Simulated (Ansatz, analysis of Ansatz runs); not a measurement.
# Interstitial H+ in rutile SnO2: local vibrational mode, PBE, part 2 of 2

Aim: the local vibrational mode of interstitial H+ in rutile SnO2, to be set beside the measurement. Set-up: PBE, 96-site cell, PBE lattice, 420 eV, k: the single point 1/4 1/4 1/4. The model is a cell of 96 host atoms with 1 H put in. The frequencies come from force constants among the defect atom and its neighbours, with the masses of the isotopes named. A local or semilocal functional is the cheapest first rung.

Ansatz 0.2.0; PBE, 96-site cell, PBE lattice, 420 eV, k: the single point 1/4 1/4 1/4.

So far: The structure; Relaxation, charge +1.

## Step 2: Relaxation, charge +1 (continued)

Level of this step: plane-wave PAW DFT, PBE; relaxation of all atoms of a defect supercell (Ansatz).

Step by step:

```tsv
step	energy less that of the first step (eV)	largest force component (eV/Å)
1	0.0000	3.4754
2	-1.3179	0.6789
3	-1.4346	0.2292
4	-1.4628	0.1029
5	-1.4723	0.0885
6	-1.4774	0.0407
7	-1.4776	0.0247
8	-1.4778	0.0023
9	-1.4778	0.0023
```

The atoms that moved most (Å, from the sites as typed, ahead of the random displacement, the mean shift of all atoms taken out):

```tsv
atom	dx	dy	dz	length
H97	0.282	0.059	0.000	0.288
O20	0.219	0.149	0.001	0.265
Sn39	0.079	-0.149	0.000	0.168
O47	-0.139	-0.092	-0.001	0.167
Sn85	-0.061	0.065	0.064	0.110
Sn14	-0.062	0.065	-0.064	0.110
O96	0.038	-0.076	0.000	0.085
Sn16	0.001	0.070	0.000	0.070
```

Neighbours of H97 at the end:

```tsv
atom	distance (Å)
O20	0.996
O47	2.083
O18	2.357
O89	2.358
Sn39	2.465
O45	2.536
O46	2.538
Sn14	2.617
Sn85	2.617
```

Numbers from this step:

| Property | Result |
| --- | --- |
| free energy | -229113.3620 eV |

The relaxation ends 15 meV an atom lower than the displaced start, with a largest force component of 0.0023 eV/Å.

## Step 3: Local vibrational modes

A local mode lives on the defect and the atoms next to it, so only the sites listed in the input are displaced, which costs far fewer SCF runs than the whole cell would.

This step: plane-wave PAW DFT, PBE; finite-displacement force constants among the atoms nearest to a defect, the others at rest.

File modes/input.yaml:

```yaml
crystal:
  lattice:
    - [0.0, 9.65383558, 6.47657049]
    - [9.65383558, 0.0, 6.47657049]
    - [9.65383558, 9.65383558, 0.0]
  atoms:
    - { symbol: Sn, position: [-0.001387224, -0.001121227, 0.001291925] }
    - { symbol: Sn, position: [0.251695537, 0.248938336, 0.250548824] }
[... 11 atom lines left out ...]
    - { symbol: Sn, position: [0.251856597, 0.238545814, 0.755013848] }
[... 1 atom line left out ...]
    - { symbol: Sn, position: [0.378814363, 0.371454556, 0.878577314] }
[... 1 atom line left out ...]
    - { symbol: O, position: [0.253323957, 0.248810898, 0.901817415] }
[... 1 atom line left out ...]
    - { symbol: O, position: [0.275044095, 0.475450406, 0.643892721] }
[... 3 atom lines left out ...]
    - { symbol: O, position: [0.470061538, 0.280203778, 0.62304061] }
[... 14 atom lines left out ...]
    - { symbol: Sn, position: [0.113483735, 0.636811271, 0.621301559] }
[... 5 atom lines left out ...]
    - { symbol: O, position: [-0.000722798, 0.503841717, 0.843402593] }
    - { symbol: O, position: [0.246304718, 0.751115106, 0.596248137] }
    - { symbol: O, position: [0.224357096, 0.52583788, 0.863020936] }
[... 37 atom lines left out ...]
    - { symbol: Sn, position: [0.511756373, 0.498416148, 0.495190238] }
[... 3 atom lines left out ...]
    - { symbol: O, position: [0.501542943, 0.496983357, 0.653675453] }
[... 7 atom lines left out ...]
    - { symbol: H, position: [0.26692221, 0.483307465, 0.716507335] }
total_charge: 1
basis:
  ecutwfc: 420
  xc_grid: 2
hamiltonian:
  xc: pbe
kpoints:
  mp_grid: { grid: [1, 1, 1], shift: [0.25, 0.25, 0.25] }
scf:
  occupations: { method: fermi_dirac, width: 0.01 }
  max_iter: 120
output: {}
checkpoint:
  read: "../relax.run"
phonons:
  supercell: [1, 1, 1]
  displaced_sites: [17, 19, 46, 88, 96]
```

Started as:

```sh
$ ansatz run input.yaml --threads 4 --pin off --max-ram 7536MiB --backend cpu --events-out ev --progress --plain --runs-dir out
```

Numbers of over 12 decimals in the logs are rounded to 6 here.

The log of the run:

```text
[...]
Crystal: 97 atoms, lattice volume = 1207.188 Å³
Basis set: ecut = 420 eV, 23633 PW (Γ), exchange–correlation on 160×160×192 points (8 copies of the dense FFT grid, shifted against one another)
Bands: 513, of which v1, the nominal top of the filled ones, is band 416 counted from 1 (415 counted from 0)
Symmetry: 1 space group operations
k-points: 1
[...]
SCF iter   5: F=-229113.362020 eV  HF=-229113.362020 eV  |F-HF|=5.82e-11  |Δ(HF+E_count)|=  5.82e-11  Δρ=3.73e-8  dr2=1.17e-11  ethr=1.00e-12  ⟨swp⟩=4.0  Hψ=1508  notcnv=0
SCF 1 converged in 5 iterations: F = -229113.362020 eV  dr2 = 1.17e-11
[...]
SCF 2 converged in 9 iterations: F = -229113.361989 eV  dr2 = 2.07e-12
[...]
SCF 3 converged in 6 iterations: F = -229113.361985 eV  dr2 = 1.58e-12
[...]
symmetry images taken by strict's conditions (phonons.symmetry_images: auto; settled by no image being taken that strict refuses)
  force constants formed among 5 of 97 sites (O 17, O 19, O 46, O 88, H 96); the other 92 at rest. The modes move the named sites alone.
  the frequencies, the zero-point energy and the sums are of the block with the acoustic sum rule laid on its rows. Row sums over every site: 1.3e-4 eV/Å² at the most
  transpose residual: 2.6e-4 eV/Å²
  largest component of a force at the reference: 2.3e-3 eV/Å on a named site, 2.3e-3 eV/Å on a site at rest
  frequencies among the named sites at Γ of the cell (cm⁻¹): 223.98 248.08 278.22 318.64 332.02 443.53 448.61 468.78 488.90 562.24 579.44 603.47 836.21 1114.19 3271.29
  unstable modes among the named sites: 0
  frequencies as built, with no sum rule (cm⁻¹): 223.98 248.08 278.22 318.64 332.02 443.53 448.60 468.78 488.90 562.24 579.44 603.47 836.20 1114.20 3271.29
  zero-point energy: 0.633411 eV/cell   skipped modes (ω ≤ 0): 0
  not written: the harmonic force-constant file, the file of eigenvectors (these modes' are written with the force constants), the density of states and the dispersion, which are of every site
[key lines of the parts left out:]
SCF converged after 5 iterations
Free energy (F): -229113.362020 eV
Fermi energy:    9.331766 eV
```

It took 27 min on 4 threads of Arm Neoverse V1, shared host; peak memory 3.4 GiB; 1.8 h of CPU time.

Numbers from this step:

```yaml
free_energy: -229113.3620 eV
```

The modes with the largest weight on the probed atoms (the light atom of a pair), for the masses of each isotope. Modes of the displaced atoms (local only where they lie over the host's phonons):

```tsv
isotopes	mode (cm⁻¹)	share of the defect atoms
H	3272	0.941
H	1114	0.966
H	836.3	0.894
D	2382	0.886
D	804.8	0.899
D	632.6	0.641
```

## Step 4: Results

```yaml
distance_from_the_defect_atom_to_its_nearest_neighbour: 0.996 Å
o_h_stretch_1h: 3272 cm⁻¹
o_d_stretch_2h: 2382 cm⁻¹
time_of_the_whole_chain: 34 min on 4 threads
```

**Reading.** O-H stretch, 1H: computed 3272 cm⁻¹, measured 3156.1 cm⁻¹; 115 cm⁻¹ (4 %) above the measurement. O-D stretch, 2H: computed 2382 cm⁻¹, measured 2360.4 cm⁻¹; 22 cm⁻¹ (1 %) above the measurement. The computed value is harmonic, while the measured line is the anharmonic fundamental, which for X–H stretches usually lies a few per cent lower. Only the named neighbours move, so modes near the host's band are approximate.

[Logs are printed without paths, hosts, clocks, repeated set-up lines and the standing remarks that a program may print on its own settings, such as how far it seeks lower states.]

[Hosts, paths, dates, database ids (printed as entryN), source tags and the programs' standing remarks are cut or masked in the printed files.]

[For some hosts the program warned that the k-mesh of the response run may be too coarse for force constants and the static dielectric constant; such warnings are not shown here.]
